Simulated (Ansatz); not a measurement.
# Sn wire along [100], 25 atoms a period, H-terminated: bands by functional, part 2 of 2

Wanted: the relaxed geometry and the bands of the Sn wire along [100], 25 atoms a period, H-terminated.

Ansatz 0.2.0; DFT PBE, plane waves, PAW; relaxation of a wire's period; PAW set soft_1 (the session's first sound run).

So far. Step 2 (The relaxed wire): The cell's length comes to 6.624 Å with spin left out.

## 3. The perfect wire

This step: DFT PBE, plane waves, PAW; bands of a perfect wire; PAW set soft_1 (Ansatz 0.2.0).

At the relaxed period the bands are computed along the axis; those that cross an energy going forward count the channels that a perfect wire would open there.

The input, input.yaml:

```yaml
crystal:
  lattice:
    - [22.121, 0.0, 0.0]
    - [0.0, 22.121, 0.0]
    - [0.0, 0.0, 6.6237761486]
  atoms:
    - { symbol: Sn, position: [0.350176478, 0.5, 0.0] }
    - { symbol: Sn, position: [0.5, 0.350176478, 0.0] }
    - { symbol: Sn, position: [0.5, 0.649823522, 0.0] }
    - { symbol: Sn, position: [0.649823522, 0.5, 0.0] }
    - { symbol: H, position: [0.231021947, 0.380944131, 0.101091651] }
    - { symbol: H, position: [0.380944131, 0.231021947, 0.101091651] }
    - { symbol: H, position: [0.619055869, 0.768978053, 0.101091651] }
    - { symbol: H, position: [0.768978053, 0.619055869, 0.101091651] }
    - { symbol: Sn, position: [0.276207967, 0.426373032, 0.253817418] }
    - { symbol: Sn, position: [0.426373032, 0.276207967, 0.253817418] }
    - { symbol: Sn, position: [0.425106276, 0.574893724, 0.249645444] }
    - { symbol: Sn, position: [0.574893724, 0.425106276, 0.249645444] }
    - { symbol: Sn, position: [0.573626968, 0.723792033, 0.253817418] }
    - { symbol: Sn, position: [0.723792033, 0.573626968, 0.253817418] }
    - { symbol: H, position: [0.155271827, 0.544316405, 0.351070583] }
    - { symbol: H, position: [0.306127739, 0.693872261, 0.352003603] }
    - { symbol: H, position: [0.455683595, 0.844728173, 0.351070583] }
    - { symbol: H, position: [0.544316405, 0.155271827, 0.351070583] }
    - { symbol: H, position: [0.693872261, 0.306127739, 0.352003603] }
    - { symbol: H, position: [0.844728173, 0.455683595, 0.351070583] }
    - { symbol: Sn, position: [0.201936667, 0.5, 0.5] }
    - { symbol: Sn, position: [0.351445417, 0.351445417, 0.494930088] }
    - { symbol: Sn, position: [0.351445417, 0.648554583, 0.505069912] }
    - { symbol: Sn, position: [0.5, 0.201936667, 0.5] }
    - { symbol: Sn, position: [0.5, 0.5, 0.5] }
    - { symbol: Sn, position: [0.5, 0.798063333, 0.5] }
    - { symbol: Sn, position: [0.648554583, 0.351445417, 0.505069912] }
    - { symbol: Sn, position: [0.648554583, 0.648554583, 0.494930088] }
    - { symbol: Sn, position: [0.798063333, 0.5, 0.5] }
    - { symbol: H, position: [0.155271827, 0.455683595, 0.648929417] }
    - { symbol: H, position: [0.306127739, 0.306127739, 0.647996397] }
    - { symbol: H, position: [0.455683595, 0.155271827, 0.648929417] }
    - { symbol: H, position: [0.544316405, 0.844728173, 0.648929417] }
    - { symbol: H, position: [0.693872261, 0.693872261, 0.647996397] }
    - { symbol: H, position: [0.844728173, 0.544316405, 0.648929417] }
    - { symbol: Sn, position: [0.276207967, 0.573626968, 0.746182582] }
    - { symbol: Sn, position: [0.425106276, 0.425106276, 0.750354556] }
    - { symbol: Sn, position: [0.426373032, 0.723792033, 0.746182582] }
    - { symbol: Sn, position: [0.573626968, 0.276207967, 0.746182582] }
    - { symbol: Sn, position: [0.574893724, 0.574893724, 0.750354556] }
    - { symbol: Sn, position: [0.723792033, 0.426373032, 0.746182582] }
    - { symbol: H, position: [0.231021947, 0.619055869, 0.898908349] }
    - { symbol: H, position: [0.380944131, 0.768978053, 0.898908349] }
    - { symbol: H, position: [0.619055869, 0.231021947, 0.898908349] }
    - { symbol: H, position: [0.768978053, 0.380944131, 0.898908349] }
kpoints:
  mp_grid: { grid: [1, 1, 13] }
  band_path: { path: ["Γ", Z], npoints: 90 }
scf:
  occupations: { method: fermi_dirac, width: 0.05 }
hamiltonian:
  xc: pbe
  pseudopotentials: { kind: paw, azcp: { folder: soft_1 } }
output:
  dos: { e_range: [-5, 4] }
  write_potential: true
  write_density: true
  volumetric_format: npy
```

Started as:

```sh
ansatz run input.yaml --threads 4 --pin off --max-ram 16384MiB --backend cpu --events-out ev --progress --plain --runs-dir out
```

Numbers of over 12 decimals in the logs are rounded to 6 here.

Log:

```text
[...]
Crystal: 45 atoms, lattice volume = 3241.270 Å³
Basis set: ecut = 420 eV, 63223 PW (Γ)
Bands: 230, of which v1, the nominal top of the filled ones, is band 185 counted from 1 (184 counted from 0)
Symmetry: 8 space group operations
[...]
k-points: 7 of 13
[...]
SCF iter   1: F=—  HF=-150921.716711 eV  |F-HF|=—  |Δ(HF+E_count)|=         —  Δρ=2.49e-2  dr2=2.09e1  ethr=3.10e-3  ⟨swp⟩=6.9  Hψ=6701  notcnv=0  defer=69
[...]
SCF iter  12: F=-150915.920238 eV  HF=-150915.920238 eV  |F-HF|=2.91e-10  |Δ(HF+E_count)|=   2.82e-9  Δρ=1.03e-7  dr2=5.27e-10  ethr=2.21e-12  ⟨swp⟩=1.0  Hψ=4303  notcnv=0
SCF 1 converged in 12 iterations: F = -150915.920238 eV  dr2 = 5.27e-10
[...]
NSCF: frozen V_eff on 91 k-points
WARN: pass on a band path, mesh or list of k-points: the 91 k-points are solved 3 at a time at the most, because the 14.40 GiB of host memory that the pass is priced against does not hold them all with the solver's workspace as planned. The pass can take longer, above all where fewer k-points are solved at a time than the run has threads. As a rule a larger memory budget leaves room for more at once. The budget is what a run with no `--max-ram-frac` typed is planned for, 0.8 of the host's memory or its container's limit. More memory there lifts it, and so does a share over 0.88 that is typed (of such a share the budget is ten elevenths): [rest of the remark cut]
WARN: The input density's exchange-correlation potential varies sharply where the density is thin. Do not read a vacuum level from v_tot or v_xc, or from such a field of the output density. On a cell that repeats whose density bears no net charge and no dipole along the vacuum's axis use v_es (v_loc + v_h of the components); under efield.dipole_correction with no amplitude use v_es + v_field, which holds any external [...]
SCF converged after 12 iterations
an eigenvalue changed by more than its tolerance at an iteration that met the thresholds in force, so the SCF went on 2 times: the last check was not made
the last check of whether an eigenvalue changes by more than its tolerance under the output density was not made (no_room)
Free energy (F): -150915.920238 eV
[...]
Internal energy: -150915.920237 eV  (E = F + TS)
E sigma→0 (E₀):  -150915.920237 eV
Entropy (-TS):   -0.000000 eV (-0.000 meV/atom)
Fermi energy:    -1.101237 eV
[...]
--- Band table (eV; the first three rows and the last of 7) ---
  k-point 0: bands = [... 181 lower, -2.0977, -2.0977, -2.0968, -1.9383, -0.2801, 0.3958, 0.4079, 0.4274, ... 41 higher]
  k-point 1: bands = [... 181 lower, -2.1333, -2.0908, -2.0908, -1.9571, -0.2590, 0.4009, 0.4009, 0.4376, ... 41 higher]
  k-point 2: bands = [... 181 lower, -2.2299, -2.0739, -2.0739, -2.0128, -0.1990, 0.2871, 0.2871, 0.4502, ... 41 higher]
  k-point 6: bands = [... 181 lower, -2.4223, -2.3230, -2.2967, -2.2967, -0.1111, -0.0618, -0.0618, -0.0192, ... 41 higher]
```

It took 43 min on 4 threads of Intel Xeon Platinum 8259CL at 2.50GHz (Skylake/Cascade Lake), shared host; peak memory 12 GiB.

This step gave:

```
band gap : 1.658 eV
```

Electronic bands along the path, in eV, zero at the Fermi level; v1 is the highest filled band, c1 the lowest empty one:

```tsv
point	v4	v3	v2	v1	c1	c2	c3	c4
Γ	-1.00	-1.00	-1.00	-0.84	0.82	1.50	1.51	1.53
halfway	-1.29	-1.02	-0.96	-0.96	1.00	1.20	1.20	1.41
Z	-1.32	-1.26	-1.26	-1.23	0.99	1.04	1.04	1.07
```

The gap is 1.66 eV, with spin left out.

The path shows a direct gap of 1.66 eV (valence top at Γ, conduction bottom at Γ).

## 4. Another level of theory, cutoff 500 eV, k-mesh 1×1×10

This step: DFT r2SCAN, plane waves, PAW; bands of a perfect wire at the PBE geometry; PAW set soft_1 (Ansatz 0.2.0).

The atoms stay at the PBE geometry and the functional changes. r2SCAN also reads the kinetic-energy density; it often gives larger moments and wider gaps than PBE, at a higher cost. Against the first PBE run of this kind, the cutoff is 500 eV against 420 and the mesh along the wire has 10 points against 13.

input.yaml, as its differences from that of step 3:

```diff
@@ -52,3 +52,3 @@
 kpoints:
-  mp_grid: { grid: [1, 1, 13] }
+  mp_grid: { grid: [1, 1, 10] }
   band_path: { path: ["Γ", Z], npoints: 90 }
@@ -57,8 +57,3 @@
 hamiltonian:
-  xc: pbe
+  xc: r2scan
   pseudopotentials: { kind: paw, azcp: { folder: soft_1 } }
-output:
-  dos: { e_range: [-5, 4] }
-  write_potential: true
-  write_density: true
-  volumetric_format: npy
```

Log:

```text
[...]
Crystal: 45 atoms, lattice volume = 3241.270 Å³
Basis set: ecut = 500 eV, 82169 PW (Γ), exchange–correlation on 648×648×200 points (64 copies of the dense FFT grid, shifted against one another)
Bands: 230, of which v1, the nominal top of the filled ones, is band 185 counted from 1 (184 counted from 0)
Symmetry: 8 space group operations
[...]
k-points: 6 of 10
[...]
SCF iter   1: F=—  HF=-151280.535387 eV  |F-HF|=—  |Δ(HF+E_count)|=         —  Δρ=2.38e-2  dr2=1.87e1  dr2_τ=1.52e-1  ethr=3.10e-3  ⟨swp⟩=7.0  Hψ=5579  notcnv=0  defer=59
[...]
SCF iter  10: F=-151277.387657 eV  HF=-151277.387657 eV  |F-HF|=7.85e-8  |Δ(HF+E_count)|=   2.00e-6  Δρ=9.25e-7  dr2=5.71e-8  dr2_τ=1.08e-9  ethr=2.70e-11  ⟨swp⟩=18.3  Hψ=7470  notcnv=0
SCF 1 converged in 10 iterations: F = -151277.387657 eV  dr2 = 5.71e-8
[...]
SCF converged after 10 iterations
Free energy (F): -151277.387657 eV
[...]
Internal energy: -151277.387657 eV  (E = F + TS)
E sigma→0 (E₀):  -151277.387657 eV
Fermi energy:    -1.115491 eV
[...]
--- Band table (eV; the first three rows and the last of 6) ---
  k-point 0: bands = [... 181 lower, -2.2845, -2.2708, -2.2708, -2.1113, -0.1230, 0.4515, 0.4722, 0.4805, ... 41 higher]
  k-point 1: bands = [... 181 lower, -2.3466, -2.2596, -2.2596, -2.1434, -0.0932, 0.4599, 0.4599, 0.5168, ... 41 higher]
  k-point 2: bands = [... 181 lower, -2.4999, -2.2402, -2.2402, -2.2373, -0.0168, 0.3081, 0.3081, 0.4886, ... 41 higher]
  k-point 5: bands = [... 181 lower, -2.6219, -2.5544, -2.5544, -2.5281, -0.0127, 0.0397, 0.0397, 0.0852, ... 41 higher]
```

Elapsed: 68 min, on 4 threads; peak memory 12 GiB.

Numbers from this step:

| Property | Result |
| --- | --- |
| band gap | 1.988 eV |

The electronic bands at the labelled points (eV, zero at the Fermi level; v1 is the highest filled band, c1 the lowest empty one):

```tsv
point	v4	v3	v2	v1	c1	c2	c3	c4
Γ	-1.17	-1.16	-1.16	-1.00	0.99	1.57	1.59	1.60
halfway	-1.47	-1.19	-1.13	-1.13	1.14	1.33	1.33	1.53
Z	-1.51	-1.44	-1.44	-1.41	1.10	1.16	1.16	1.20
```

The gap is 1.99 eV, against 1.66 eV under PBE at the relaxed period.

## 5. Summary of results

* cell length, PBE: 6.624 Å
* gap, PBE: 1.66 eV
* gap, r2SCAN: 1.99 eV

What this shows: Under PBE the cell's length is 6.62 Å, and a gap of 1.66 eV makes it a semiconductor. At the relaxed period the wire is gapped under every functional, from 1.66 eV (PBE) to 1.99 eV (r2SCAN). Weak screening in one dimension makes quasiparticle gaps larger than the semilocal gaps, as a rule.

[Logs are printed without paths, hosts, clocks, repeated set-up lines and the standing remarks that a program may print on its own settings, such as how far it seeks lower states.]

[Hosts, paths, dates, database ids (printed as entryN), source tags and the programs' standing remarks are cut or masked in the printed files.]
